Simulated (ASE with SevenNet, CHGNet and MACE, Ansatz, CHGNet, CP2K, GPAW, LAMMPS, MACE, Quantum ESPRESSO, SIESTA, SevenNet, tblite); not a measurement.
# Machine-learned potentials on glassy 74TiO2-26ZrO2 (mol %) (105 atoms): settings against a plane-wave reference

Aim: run glassy 74TiO2-26ZrO2 (mol %) (105 atoms) in machine-learned potentials and see how near its forces come to a plane-wave reference, and at what cost.

Program: ASE with SevenNet, CHGNet and MACE. Level of theory: the method is named at each step. Results are calculated unless marked as measured.

**1. The structure**

The cell holds 105 atoms: 26 Ti, 9 Zr and 70 O. Cell: a = 11.023 Å, b = 11.023 Å, c = 11.023 Å, α = 90.0°, β = 90.0°, γ = 90.0°. 105 atoms (26 Ti, 9 Zr, 70 O) placed at random at 3.98 g/cm³, melted at 4000 K for 10 ps at fixed volume with the Morse and Coulomb pair potential with partial charges (Pedone, Malavasi, Menziani, Cormack and Segre, J. Phys. Chem. B 110, 11780 (2006)). Quenched from 4000 K to 300 K at 50 K/ps and fixed volume, held 10 ps at zero pressure, then minimised at fixed cell.

The yardstick, on the same geometry:

```
method                                           : Kohn-Sham DFT, PBE, PAW, plane waves (Ansatz 0.2.0); cutoff 420 eV, Γ point, fermi-dirac smearing of 0.05 eV; PAW set soft_2
r.m.s. force component                           : 0.5982 eV/Å
longest force                                    : 2.524 eV/Å
pressure                                         : 1.119 GPa
gap (highest filled to lowest empty level) : 2.452 eV
SCF cycles                                       : 12
time                                             : 47 s on 4 threads of Arm Neoverse V1, shared host
CPU time                                         : 3 min
```

**2. SevenNet 0 potential**

Method: machine-learned interatomic potential SevenNet 0, trained on PBE(+U) plane-wave data.

run.py

```python
import numpy as np
from ase.io import read
import mlip  # loads the published weights by name

atoms = read("structure.xyz")
atoms.calc = mlip.calc("7net-0")
energy = atoms.get_potential_energy()
forces = atoms.get_forces()
print(f"energy {energy:.6f} eV")
print("forces (eV/A)")
for i, (a, f) in enumerate(zip(atoms, forces)):
    print(f"{i:4d} {a.symbol:2s} {f[0]:10.5f} {f[1]:10.5f} {f[2]:10.5f}")
stress = -atoms.get_stress(voigt=False) * 160.21766
print("stress (GPa, compression positive)")
for row in stress:
    print(" ".join(f"{x:10.4f}" for x in row))
```

structure.xyz

```xyz
105
Lattice="11.02260 0.00000 0.00000 0.00000 11.02260 0.00000 0.00000 0.00000 11.02260" Properties=species:S:1:pos:R:3 pbc="T T T"
Ti 6.11346 7.98213 3.61365
Ti 3.83090 11.00518 0.94034
Ti 2.65457 2.68962 0.78018
Ti 10.88372 8.10326 4.37917
Ti 2.85673 8.70664 9.59506
Ti 7.44863 4.20347 9.13597
Ti 3.78141 0.54408 7.58190
Ti 9.22371 6.37580 10.25741
Ti 6.64872 2.29987 1.37099
Ti 2.86257 3.84171 8.30773
Ti 6.80436 0.63567 9.20211
Ti 10.17981 0.95952 7.94994
Ti 6.24926 7.74415 8.82822
Ti 0.62410 7.36828 1.08385
Ti 8.06050 9.86710 6.52637
Ti 1.73507 1.45862 5.55087
Ti 10.99780 3.73258 9.84417
Ti 4.49447 3.71043 3.64451
Ti 9.85476 9.93731 10.44557
Ti 3.45327 6.90367 1.64380
Ti 8.83803 2.97632 5.31499
Ti 0.91157 9.68038 7.52237
Ti 6.85870 9.23143 0.59412
Ti 5.96301 3.08269 6.86895
Ti 6.44227 5.66870 1.01419
Ti 10.07355 2.67309 2.07280
Zr 0.88258 10.64232 2.36776
Zr 7.98554 6.32918 6.29699
Zr 8.98121 5.84032 3.06627
Zr 0.88798 6.34990 7.13658
Zr 4.42646 6.07147 5.96598
Zr 3.31461 9.38718 4.32152
Zr 5.98825 0.73047 4.68835
Zr 1.50293 4.79384 3.67901
Zr 8.58209 10.71595 2.85992
O 0.76662 0.49822 6.85198
O 5.35599 9.74607 4.47253
O 0.25870 9.23815 0.88302
O 6.20727 6.95735 5.09200
O 3.55181 5.26814 4.11694
O 10.47863 7.19908 2.53343
O 9.43612 8.17271 10.14443
O 0.47772 8.51099 6.17817
O 1.82435 1.12232 1.12486
O 0.16358 10.11709 9.15240
O 8.93723 0.31205 9.38563
O 2.69029 3.59127 2.34848
O 7.37588 4.52720 7.27866
O 9.64191 10.36356 7.04895
O 8.54351 5.90216 0.94001
O 8.36560 2.99638 1.55364
O 7.03815 2.46509 8.53634
O 9.25976 4.42800 9.64676
O 2.78982 5.35809 7.07419
O 1.61823 3.21254 5.06268
O 5.22868 4.14218 5.46578
[... 45 atom lines left out ...]
O 9.46621 2.19184 3.86717
O 6.90588 6.26932 2.77560
O 2.46620 7.66159 0.28262
O 5.36294 10.08116 1.00791
```

The run is started by

```sh
OMP_NUM_THREADS=1 python run.py > output.txt
```

What it wrote:

```text
energy -939.439209 eV
forces (eV/A)
   0 Ti   -0.80951    0.03910   -0.39248
   1 Ti   -0.78467    0.29256    0.65581
   2 Ti   -0.21838   -1.13349    0.82310
   3 Ti    0.22605   -0.18065    0.03930
   4 Ti    0.15164   -0.62796   -0.27813
   5 Ti    0.91393    0.35247   -0.24809
   6 Ti   -0.55054    0.95870   -0.08071
   7 Ti   -0.55475   -0.28105    0.83570
   8 Ti    0.36840   -0.29631    0.64500
   9 Ti    0.08550   -0.94928   -0.08347
  10 Ti    0.14225   -0.29773   -0.34635
  11 Ti   -0.69187   -0.10862   -0.36533
  12 Ti    1.06860   -0.48409   -0.09831
  13 Ti    0.07160   -0.07923   -0.43076
  14 Ti    0.10437    0.64160    0.39670
  15 Ti    0.45095   -0.20112   -0.56665
  16 Ti    0.20076   -0.14122   -0.05843
  17 Ti    0.04726   -0.86143   -0.13936
  18 Ti   -0.10801   -0.48148   -0.44200
  19 Ti   -0.58131    0.44280   -0.16976
  20 Ti   -0.00519    0.09080   -0.63199
  21 Ti    0.38594    0.42630    0.47847
  22 Ti   -0.48867   -1.05982   -0.79321
  23 Ti   -0.40690    0.43201    0.39509
[...]
97 O    -0.04997   -0.13304    0.41009
  98 O     0.22265    1.03987   -0.26436
  99 O    -0.29060    0.00948    0.12212
 100 O    -0.31007    0.29305   -0.06206
 101 O     0.08844   -0.73556   -0.03996
 102 O     0.01645   -0.23868    0.28256
 103 O     0.15795    0.37732   -0.70687
 104 O     0.16689    0.25024    0.34974
stress (GPa, compression positive)
    3.8749     0.4822    -0.8959
    0.4822     1.5019     0.9760
   -0.8959     0.9760     2.4340
```

Wall time 16 s (1 thread of Arm Neoverse V1, shared host); peak memory 1 GiB.

Banners, paths, timers and routine set-up lines are dropped from the logs unmarked, and long logs keep their key lines alone; longer cuts are marked.

Numbers from this run, and their distance from the reference:

| Quantity | Value |
| --- | --- |
| r.m.s. force component | 0.5554 eV/Å |
| r.m.s. difference of force components | 124.1 meV/Å |
| longest difference of force vectors | 450.5 meV/Å |
| force difference over r.m.s. force | 20.74 % |
| slope of forces against the reference's | 0.9094 |
| correlation of force components | 0.9796 |
| pressure | 2.604 GPa |
| pressure difference | 1.485 GPa |

Length of the force difference by element (eV/Å):

```tsv
element	atoms	mean	most
O	70	0.17	0.40
Ti	26	0.24	0.45
Zr	9	0.24	0.42
```

The surroundings of Zr33, one of the 9 Zr atoms, nearest first, numbered as they follow in the input and with coordinates relative to it.

```tsv
atom	x	y	z	distance (Å)	bonds	Fx	Fy	Fz (eV/Å)
Zr33	0.00	0.00	0.00	0.00	6	-0.81	-0.08	0.03
O89	-1.51	1.22	-0.74	2.08	2	0.09	-0.58	0.33
O37	-0.63	-2.01	-0.22	2.12	3	0.48	-0.06	-0.23
O90	1.17	1.61	0.79	2.14	3	-0.69	-0.73	-0.26
O75	-0.90	0.69	1.83	2.15	3	0.73	-0.04	-0.49
O67	0.92	0.25	-1.94	2.16	3	-0.26	0.35	-0.11
O79	1.83	-1.13	0.20	2.17	3	-0.04	0.60	-1.92
O61	1.02	-0.86	2.79	3.09	2	-0.50	0.40	-0.18
O72	-2.91	-0.73	0.97	3.15	3	0.50	0.10	-0.17
Ti24	-0.03	2.35	2.18	3.21	6	-0.41	0.43	0.40
```

Atoms are counted from 1 here, from 0 in the log.

Forces lie 21 % from the reference's, at 0.084 times its CPU time (on 1 against 4 cores).

**3. CHGNet 0.3.0 potential**

Method: machine-learned interatomic potential CHGNet 0.3.0, trained on PBE(+U) plane-wave data.

Changes to run.py since step 2:

```diff
@@ -5,3 +5,3 @@
 atoms = read("structure.xyz")
-atoms.calc = mlip.calc("7net-0")
+atoms.calc = mlip.calc("chgnet-0.3.0")
 energy = atoms.get_potential_energy()
```

structure.xyz is that of step 2.

What it wrote:

```text
CHGNet v0.3.0 initialized with 412,525 parameters
CHGNet will run on cpu
energy -988.828857 eV
forces (eV/A)
   0 Ti   -0.87224   -0.19333   -0.19755
   1 Ti   -0.83447    0.38568    0.58555
   2 Ti   -0.38307   -1.06761    0.76600
   3 Ti    0.15956   -0.19345    0.17299
   4 Ti    0.16544   -0.61959   -0.27178
   5 Ti    0.87614    0.41566   -0.03739
   6 Ti   -0.55552    0.95135   -0.20376
   7 Ti   -0.54523   -0.24137    1.22651
   8 Ti    0.41614   -0.20660    0.43043
   9 Ti    0.05685   -0.92029   -0.24918
  10 Ti   -0.01245   -0.33486   -0.40414
  11 Ti   -0.59601   -0.08520   -0.42008
  12 Ti    1.19057   -0.61342    0.03495
  13 Ti   -0.00350    0.05235   -0.63455
  14 Ti    0.07467    0.51056    0.24422
  15 Ti    0.31483   -0.25506   -0.50646
  16 Ti    0.34997    0.16280    0.07936
  17 Ti    0.06511   -0.49470   -0.30531
  18 Ti    0.06141   -0.84211   -0.40252
  19 Ti   -0.35322    0.37439   -0.06389
  20 Ti    0.19464    0.05788   -0.49662
  21 Ti    0.18346    0.29746    0.28794
  22 Ti   -0.56595   -0.85199   -0.55610
  23 Ti   -0.42798    0.48205    0.25374
[...]
97 O    -0.03494    0.03851    0.48313
  98 O     0.13150    1.19373   -0.49218
  99 O    -0.25946    0.07485    0.03279
 100 O    -0.40504    0.46485   -0.13909
 101 O     0.04185   -0.87561   -0.11628
 102 O     0.16704   -0.17919    0.47080
 103 O     0.04477    0.44545   -0.80684
 104 O     0.34027    0.09472    0.22641
stress (GPa, compression positive)
    3.4716     0.4179    -0.8793
    0.4179     1.4310     0.6962
   -0.8793     0.6962     2.3759
```

It took 8.3 s on 1 thread; peak memory 1.5 GiB.

Numbers from this run, and their distance from the reference:

```yaml
r_m_s_force_component: 0.5429 eV/Å
r_m_s_difference_of_force_components: 144.6 meV/Å
longest_difference_of_force_vectors: 531.6 meV/Å
force_difference_over_r_m_s_force: 24.17 %
slope_of_forces_against_the_reference_s: 0.8826
correlation_of_force_components: 0.9725
pressure: 2.426 GPa
pressure_difference: 1.307 GPa
```

Against the first run (21 %), the force difference from the reference is 24 %, at 0.54 times the CPU time.

**4. MACE MP-0b3 medium potential**

Method: machine-learned interatomic potential MACE MP-0b3 medium, trained on PBE(+U) plane-wave data.

Changes to run.py since step 3:

```diff
@@ -5,3 +5,3 @@
 atoms = read("structure.xyz")
-atoms.calc = mlip.calc("chgnet-0.3.0")
+atoms.calc = mlip.calc("mace-mp-0b3-medium")
 energy = atoms.get_potential_energy()
```

structure.xyz is that of step 3.

What it wrote:

```text
energy -939.908866 eV
forces (eV/A)
   0 Ti   -0.98831    0.00840   -0.47111
   1 Ti   -0.69003    0.36431    0.39052
   2 Ti   -0.12849   -1.13699    0.65291
   3 Ti    0.17467   -0.16110    0.12796
   4 Ti    0.22688   -0.43511   -0.27800
   5 Ti    0.68604    0.13806   -0.12886
   6 Ti   -0.38221    0.92525    0.07919
   7 Ti   -0.53463   -0.26385    0.98959
   8 Ti    0.14794   -0.22209    0.34529
   9 Ti    0.37818   -0.90936   -0.21473
  10 Ti    0.10886   -0.22854   -0.42339
  11 Ti   -0.78381   -0.12494   -0.26275
  12 Ti    0.94300   -0.33538   -0.04872
  13 Ti    0.18056    0.04544   -0.66405
  14 Ti    0.12677    0.60544    0.38043
  15 Ti    0.38262   -0.10480   -0.50371
  16 Ti    0.15686   -0.12449    0.01097
  17 Ti    0.18995   -0.66300   -0.27680
  18 Ti    0.10838   -0.67567   -0.55956
  19 Ti   -0.30001    0.48867   -0.18502
  20 Ti    0.08503   -0.03405   -0.35439
  21 Ti    0.36468    0.45461    0.52351
  22 Ti   -0.79363   -1.05835   -0.71983
  23 Ti   -0.47515    0.34760    0.41492
[...]
97 O    -0.06617   -0.05330    0.34179
  98 O     0.13404    0.98832   -0.31074
  99 O    -0.42030   -0.09211    0.33695
 100 O    -0.26487    0.34586   -0.05498
 101 O     0.13580   -0.82976   -0.19034
 102 O     0.18227   -0.12673    0.42930
 103 O    -0.06179    0.28101   -0.56257
 104 O     0.31947    0.15972    0.30222
stress (GPa, compression positive)
    3.7406     0.3878    -0.8389
    0.3878     1.7569     0.7300
   -0.8389     0.7300     2.5645
```

Wall time 15 s (1 thread); peak memory 1.2 GiB.

Compared with the plane-wave run:

| Quantity | Value |
| --- | --- |
| r.m.s. force component | 0.5375 eV/Å |
| r.m.s. difference of force components | 133.5 meV/Å |
| longest difference of force vectors | 512 meV/Å |
| force difference over r.m.s. force | 22.31 % |
| slope of forces against the reference's | 0.8788 |
| correlation of force components | 0.978 |
| pressure | 2.687 GPa |
| pressure difference | 1.569 GPa |

Against the first run (21 %), the force difference from the reference is 22 %, at 0.98 times the CPU time.

**5. Side by side**

Differences are against the plane-wave reference, forces as r.m.s. over components; share is that over the reference's r.m.s. force, slope the least-squares factor from reference forces to these. Total energies of different programs have different zeros and aren't compared.

```tsv
run	Δ force, r.m.s. (meV/Å)	share (%)	slope	Δ pressure (GPa)	cores	CPU time	memory (GiB)
reference	-	-	-	-	4	3 min	2.3
SevenNet 0 potential	124	20.7	0.909	1.48	1	15 s	1.0
CHGNet 0.3.0 potential	145	24.2	0.883	1.31	1	8 s	1.5
MACE MP-0b3 medium potential	133	22.3	0.879	1.57	1	15 s	1.2
```

Times of the machine-learned potentials are mostly Python's start and the loading of weights.

CPU time is summed over cores on a shared host, where runs went side by side, so it is rough. Symmetry, cutoffs, thresholds, outputs and thread counts weren't matched or tuned between programs; memory under MPI is the largest rank's times the ranks.

**6. Results**

```json
{"nearest in forces": "SevenNet 0 potential, 21 %", "its CPU time": "15 s"}
```

Machine-learned potentials differ by 21 % (SevenNet 0 potential) to 24 % (CHGNet 0.3.0 potential); they were trained on other programs' data. Machine-learned potentials mimic data converged in k, so the reference's own k-point error enters their differences. The quench rate of 50 K/ps is many orders above laboratory rates, so the cell is likely richer in defects and strain than a real sample. The network of bonds at the start is that of the classical potential that made the cell, and needn't be the one that DFT or experiment would give. The electronic-structure runs sample only Γ, in a cell whose shortest periodic width is 11 Å.

[Also dropped from logs without a mark: logging warnings of Python, and SIESTA's first energy breakdown and zero terms.]

[Logs are printed without paths, hosts, clocks, repeated set-up lines and the standing remarks that a program may print on its own settings, such as how far it seeks lower states.]

[Hosts, paths, dates, database ids (printed as entryN), source tags and the programs' standing remarks are cut or masked in the printed files.]
